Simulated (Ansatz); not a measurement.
# Formation energy and levels of the substitutional impurity Y_Sn in SnO2 (P4_2/mnm)

Aim: at which Fermi levels does Y_Sn in SnO2 (P4_2/mnm) change its charge? The model is a cell of 72 host atoms with 1 Sn taken out and 1 Y put in.

Main program and level: Ansatz 0.2.0; place-levels on r2SCAN runs: charge-transition levels and formation energies with image-charge correction and potential alignment at the atomic sites; PAW set soft_1.

**What experiment says.**

“Effect of Cu F Co-doping on the Properties of AgSnO2 Contact” (2019, pmc:6679235) quotes from earlier work for SnO2, rutile (undoped SnO2, literature value): band gap (band gap of intrinsic SnO2, quoted experimental value) 3.6 eV [Literature value cited in passing in the theory part; measurement method, temperature and …].

This is a report of a sequence of runs, with most program output left out.

### Step 1. Starting point

The cell holds 72 atoms: 23 Sn, 48 O and 1 Y. Its edges and angles: a = 9.516 Å, b = 9.516 Å, c = 9.602 Å, α = 90.0°, β = 90.0°, γ = 90.0°. It derives from SnO2 (space group P4_2/mnm). Nearest the centre at fractional (0.500, 0.500, 0.667): Y68 at 0.00 Å, O71 at 2.06 Å, O18 at 2.06 Å, O28 at 2.07 Å, O45 at 2.07 Å, O34 at 2.07 Å, O51 at 2.07 Å, Sn62 at 3.20 Å.

Coordinates:

Known beforehand: the electronic dielectric constant, (4.60, 4.60, 4.91), and the static one, (13.48, 13.48, 10.42), from a response run on this crystal (DFPT, PBEsol) at that run's own cell.

The cell's shortest repeat is 9.5 Å.

### Step 2. The runs of each charge state

A transition level is the Fermi level at which two charge states cost the same, so each charge needs its own total energy, at its own relaxed structure.

Each atom starts 0.05 Å or so off its site in a random direction: a symmetric start keeps its symmetry, and would miss off-centre moves and Jahn–Teller distortions. Forces are taken at one point at (¼, ¼, ¼). The cell holds 1 electron more than the neutral one, with a uniform background that keeps it neutral on the whole.

The sampling was tested on the host first: at the k-points planned (1x1x1 shifted 0.25 0.25 0.25) its energy lies 0.000 eV an atom from the dense-mesh value, under the bound of 0.02 eV set for this test; that bounds the host's error, not the defect's.

One of the inputs; charge, spin and start change from state to state.

qm1.relax/input.yaml reads:

```yaml
crystal:
  lattice:
    - [4.75775154, 0.0, 0.0]
    - [0.0, 4.75775154, 0.0]
    - [0.0, 0.0, 3.20068146]
  atoms:
    - { symbol: Sn, position: [0.5, 0.5, 0.5] }
    - { symbol: Sn, position: [0.0, 0.0, 0.0] }
    - { symbol: O, position: [0.19405723, 0.80594277, 0.5] }
    - { symbol: O, position: [0.80594277, 0.19405723, 0.5] }
    - { symbol: O, position: [0.30594277, 0.30594277, 0.0] }
    - { symbol: O, position: [0.69405723, 0.69405723, 0.0] }
  supercell: [2, 2, 3]
  defects: [{ substitution: { at: 67, symbol: "Y" } }]
total_charge: -1
basis:
  ecutwfc: 500
  xc_grid: 2
hamiltonian:
  xc: r2scan
  pseudopotentials: { kind: paw, azcp: { folder: soft_1 } }
kpoints:
  mp_grid: { grid: [1, 1, 1], shift: [0.25, 0.25, 0.25] }
scf:
  occupations: { method: fixed }
  max_iter: 80
output:
  forces: true
  charged_corrections: { epsilon: [4.6, 4.6, 4.91], static_epsilon: [13.48, 13.48, 10.42] }
relax:
  f_tol: 0.02
  max_steps: 80
  random_displacement: { amplitude: 0.05, seed: 6725 }
checkpoint:
  write: "../qm1.relax.run"
  compress: false
  write_wavefunctions: true
  write_every: 100000
```

Started as:

```
> ansatz run input.yaml --threads 4 --pin off --max-ram 15073MiB --backend cpu --events-out ev --progress --plain --runs-dir out
```

The relaxed structure is kept and the sampling changed to a 2×2×2 shifted mesh.

The run of this state that the levels use, under r2SCAN:

qm1.point/input.yaml reads:

```yaml
crystal:
  checkpoint: "../qm1.relax.run"
  host: checkpoint
total_charge: -1
basis:
  ecutwfc: 500
  xc_grid: 2
hamiltonian:
  xc: r2scan
  pseudopotentials: { kind: paw, azcp: { folder: soft_1 } }
kpoints:
  mp_grid: { grid: [2, 2, 2], shift: [0.5, 0.5, 0.5] }
scf:
  occupations: { method: fermi_dirac, width: 0.01 }
  max_iter: 80
output:
  forces: true
  eigenvalues: true
  charged_corrections:
    epsilon: [4.6, 4.6, 4.91]
    static_epsilon: [13.48, 13.48, 10.42]
    defect_position: [0.5, 0.5, 0.666667]
  eigenstates: { localisation: true }
  populations: true
  band_densities: [{ bands: [v1, v1] }, { bands: [c1, c1] }]
  write_density: true
  write_potential: true
  volumetric_format: npy
checkpoint:
  read: "../qm1.relax.run"
  write: "../qm1.point.run"
  compress: false
  write_wavefunctions: false
  write_every: 100000
```

Relaxations under r2SCAN at one point at (¼, ¼, ¼); times on 4 threads of Arm Neoverse V1, shared host:

```
charge  moment (μB)  occupations    outcome  steps  largest displacement against the far atoms (Å)     time
    −1            0        fixed  converged      4                                            0.15    3 min
     0            1        fixed  converged      5                                            0.15  6.8 min
    +1            0        fixed  converged      4                                            0.16    3 min
    +1            2        fixed  converged      7                                            0.16   12 min
```

Single points under r2SCAN at a 2×2×2 shifted mesh; times on 4 threads of Arm Neoverse V1, shared host:

```
charge  moment (μB)  occupations    outcome     time
    −1            0  fermi-dirac  converged  3.2 min
     0            1  fermi-dirac  converged  7.7 min
    +1            0  fermi-dirac  converged  3.7 min
    +1            2  fermi-dirac  converged  9.5 min
```

Distances (Å) from Y68 to the nearest atoms after relaxation with r2SCAN:

```
charge  moment (μB)      1.      2.      3.      4.      5.      6.
    −1            0  O 2.18  O 2.18  O 2.21  O 2.21  O 2.21  O 2.21
     0            1  O 2.18  O 2.18  O 2.21  O 2.21  O 2.21  O 2.21
    +1            0  O 2.18  O 2.18  O 2.22  O 2.22  O 2.22  O 2.22
    +1            2  O 2.18  O 2.18  O 2.22  O 2.22  O 2.22  O 2.22
```

### Step 3. place-levels, r2SCAN

A charged cell interacts with its images and the background, and its potential has another zero than the host's. place-levels removes the first by a point-charge model, screened by the static dielectric constant since the ions have relaxed around the charge, and the second by comparing potentials at atoms far from the defect.

The host is a run of the defect-free crystal in the same cutoffs, grids and k-points, so that basis and sampling errors cancel in part in the differences. The host is run in a cell of 6 atoms on a matching mesh. Its band edges are searched through the zone by a band path, so the gap is smaller than, or equal to, that on the mesh. Chemical potentials are energies per atom of Sn (alpha-Sn (diamond)) and Y (hcp), run with the same functional and cutoff.

levels.point.yaml reads:

```yaml
host:
  run: host.point.run
states: [qm1.point.run, q0_M1.point.run, qp1.point.run, qp1_M2.point.run]
geometry_from:
  qm1.point.run: qm1.relax.run
  q0_M1.point.run: q0_M1.relax.run
  qp1.point.run: qp1.relax.run
  qp1_M2.point.run: qp1_M2.relax.run
  host.point.run: host.relax.run
chemical_potentials:
  Sn:
    energy: -6038.703821
    dataset: <sha256 of the dataset>
  "Y":
    energy: -3859.72699
    dataset: "<sha256 of the dataset>"
epsilon: [4.6, 4.6, 4.91]
static_epsilon: [13.48, 13.48, 10.42]
vertical:
  - { from: qm1.point.run, to: qm1.point_neutral.run }
  - { from: qp1.point.run, to: qp1.point_neutral.run }
  - { from: qp1_M2.point.run, to: qp1_M2.point_neutral.run }
```

Started as:

```
> ansatz place-levels levels.point.yaml -- --threads 4 --pin off --max-ram 15073MiB
```

The job ended after 0.5 s (4 threads of Arm Neoverse V1, shared host).

Levels between the charges placed, in eV above the valence top:

```
        gap (eV)  (+1/0)  (0/−1)
r2SCAN      1.80    0.00    0.04
```

Corrections by state:

```
charge  moment (μB)  image terms and alignment (eV)  band filling (eV)                                  ε used  over the lowest of its charge, as the program ranks them, band filling apart (eV)
    +1          0.0                           0.023             -0.234  principal values (10.42, 13.48, 13.48)                                                                              0.000
     0          1.0                           0.000                  -                                       -                                                                              0.000
    −1          0.0                           0.150                  -  principal values (10.42, 13.48, 13.48)                                                                              0.000
    +1          2.0                           0.059                  -  principal values (10.42, 13.48, 13.48)                                                                              0.198
```

The charged structures listed were also run neutral, and place-levels reads from each pair, by the potential or the spins, how wide the charge is by which they differ; that can be the carrier of either run.

```
charge  rms radius (Å)  spread where it is widest against the cell (Å)  wide from (Å)  reading
    +1             7.0                                            4.45           1.66     wide
    −1             6.1                                            4.31           1.66     wide
```

The neutral runs of these pairs need not share the spin of the lowest neutral state, and very wide values only mean spread over the cell.

From the program's caveats on the states, each cut to its opening words:

- charge +1: it parts from the run at its places by a charge that spreads by about 4.4 Å along one vector (1.7 Å or more is wide), by its potential at epsilon [4.6, 4.6, [...]
- charge +1: a band-filling correction moves a carrier to the host's band edge, which changes its energy by -0.234 eV
- charge 0 (1 μB), +1 (2 μB): flagged: stability check not made
- charge −1: it parts from the run at its places by a charge that spreads by about 4.3 Å along one vector (1.7 Å or more is wide), by its potential at epsilon [4.6, 4.6, [...]
- charge +1 (2 μB): it parts from the run at its places by a charge that spreads by about 4.5 Å along one vector (1.7 Å or more is wide), by its potential at epsilon [4.6, 4.6, [...]
- charge +1 (2 μB): its moments are held at its close (magnetization.spin_locking), by a field of 0.050 eV a Bohr magneton, and its energy and levels are of the state that this [...]

The host's formation energy from the elements is -1.867 eV per atom; it sets how far the chemical potentials can move.

Limit set by the element alone; other compounds of these elements are not counted. Chemical potentials from the elements' reference states: O 0.00 eV, Sn -5.60 eV, Y 0.00 eV. Formation energies (O-rich), with the Fermi level at the valence top and at the conduction bottom (gap 1.80 eV):

```
charge  at valence top (eV)  at conduction bottom (eV)  correction included (eV)
    +1                -7.86                      -6.06                     -0.21
     0                -7.86                      -7.86                      0.00
    −1                -7.82                      -9.61                      0.15
```

Fermi level (eV), lowest formation energy (eV) and a bar from the least value:
```
     0.00      -7.86 ##############################
     0.16      -7.98 ############################
     0.33      -8.14 #########################
     0.49      -8.31 ######################
     0.65      -8.47 ####################
     0.82      -8.63 #################
     0.98      -8.80 ##############
     1.14      -8.96 ###########
     1.31      -9.12 ########
     1.47      -9.29 ######
     1.63      -9.45 ###
     1.80      -9.61
```

Limit set by the element alone; other compounds of these elements are not counted. Chemical potentials from the elements' reference states: Sn 0.00 eV, O -2.80 eV, Y 0.00 eV. Formation energies (Sn-rich), with the Fermi level at the valence top and at the conduction bottom (gap 1.80 eV):

```
charge  at valence top (eV)  at conduction bottom (eV)  correction included (eV)
    +1                -2.26                      -0.46                     -0.21
     0                -2.26                      -2.26                      0.00
    −1                -2.22                      -4.01                      0.15
```

Fermi level (eV), lowest formation energy (eV) and a bar from the least value:
```
     0.00      -2.26 ##############################
     0.16      -2.38 ############################
     0.33      -2.54 #########################
     0.49      -2.71 ######################
     0.65      -2.87 ####################
     0.82      -3.03 #################
     0.98      -3.20 ##############
     1.14      -3.36 ###########
     1.31      -3.52 ########
     1.47      -3.69 ######
     1.63      -3.85 ###
     1.80      -4.01
```

### Step 4. The same at the relaxations' own k-points

The relaxations' own energies give the levels at their sampling, for comparison.

levels.relax_mesh.yaml reads:

```yaml
host:
  run: host.relax.run
states: [qm1.relax.run, q0_M1.relax.run, qp1.relax.run, qp1_M2.relax.run]
chemical_potentials:
  Sn:
    energy: -6038.703821
    dataset: <sha256 of the dataset>
  "Y":
    energy: -3859.72699
    dataset: "<sha256 of the dataset>"
```

Started as:

```
> ansatz place-levels levels.relax_mesh.yaml -- --threads 4 --pin off --max-ram 15073MiB
```

Wall time 0.15 s (4 threads).

Levels between neighbouring charges, in eV above the valence top:

```
                        gap (eV)  (+1/0)  (0/−1)
one point at (¼, ¼, ¼)      1.80    0.00    0.04
  a 2×2×2 shifted mesh      1.80    0.00    0.04
```

Going from one point at (¼, ¼, ¼) to a 2×2×2 shifted mesh moves the levels that carry no band-filling term by up to 0.00 eV and formation energies against the elements by up to 0.01 eV; band-filling terms, which differ between samplings, are in these energies.

### Step 5. Summary of results

| Quantity | Value |
| --- | --- |
| gap of the host | 1.80 eV (r2SCAN) |
| level (plus 1/0) | 0.00 eV above the valence top (-0.23 eV above the valence top without the band-filling term) |
| level (0/minus 1) | 0.04 eV above the valence top |
| lowest of the charges placed, just above the valence top (0.02 eV) | 0 |
| lowest of the charges placed, just below the conduction bottom (0.02 eV) | −1 |
| lowest formation energy at mid-gap of the charges run, O-rich | -8.72 eV |
| lowest formation energy at mid-gap of the charges run, Sn-rich | -3.11 eV |

In words: Of the charges placed (−1, 0 and +1), the lowest changes at 0.04 eV (0/−1) above the valence top, in a gap of 1.80 eV. (0/−1) lies nearer to a band edge than the share of the finite-size correction in it (0.15 eV), and that correction holds for a localised charge alone. (0/−1) lies 0.04 eV from a band edge, less than the doubt on such levels. Charges below −1 were not placed, so these runs say nothing of levels that involve them. States placed: +1 at 0 μB and 2 μB; 0 at 1 μB; −1 at 0 μB. Other spin states or structures, where not listed, weren't placed. The program finds carriers beyond a band edge of the host and adds a band-filling term at charge +1 (-0.23 eV); steps to such a charge show no bound level, and a defect level inside a band would be read the same way. Y is taken at its element; compounds, which aren't counted here, bound the chemical potentials and would shift these formation energies. The lowest formation energy (O-rich and Sn-rich) is negative across the gap, so the defect would form by itself: these chemical potentials lie beyond what competing compounds allow, or the host is unstable against it. Going from one point at (¼, ¼, ¼) to a 2×2×2 shifted mesh moves the levels that carry no band-filling term by up to 0.00 eV and formation energies against the elements by up to 0.01 eV; band-filling terms, which differ between samplings, are in these energies. Keep in mind: r2SCAN makes the gap too small and tends to spread out bound carriers; where a gas molecule sets a chemical potential or the host's formation energy, its binding is uncorrected; spin–orbit coupling, which can matter with heavy atoms, is left out.

Comparison with the measured values:

| quantity | measured | r2SCAN |
| --- | --- | --- |
| band gap (least gap of the host) (eV) | 3.6 | 1.80 (-1.80 eV) |

Measured values from pmc:6679235 (2019).

Verdict: The band gap is off by -1.80 eV. Local and semilocal functionals usually give gaps below the measured ones. Spin-orbit coupling, left out here, can change the gap with such heavy elements. Zero-point and thermal motion shift the measured gap.

[Logs are printed without paths, hosts, clocks, repeated set-up lines and the standing remarks that a program may print on its own settings, such as how far it seeks lower states.]

[Hosts, paths, dates, database ids (printed as entryN), source tags and the programs' standing remarks are cut or masked in the printed files.]

[Where a table of states has a column of steps, it counts the stored structures, which are thinned; the runs took as many ionic steps or more.]

[A defect's name tells the site on which it was built; relaxed atoms can leave that site.]

[For some hosts the program warned that the k-mesh of the response run may be too coarse for force constants and the static dielectric constant; such warnings are not shown here.]
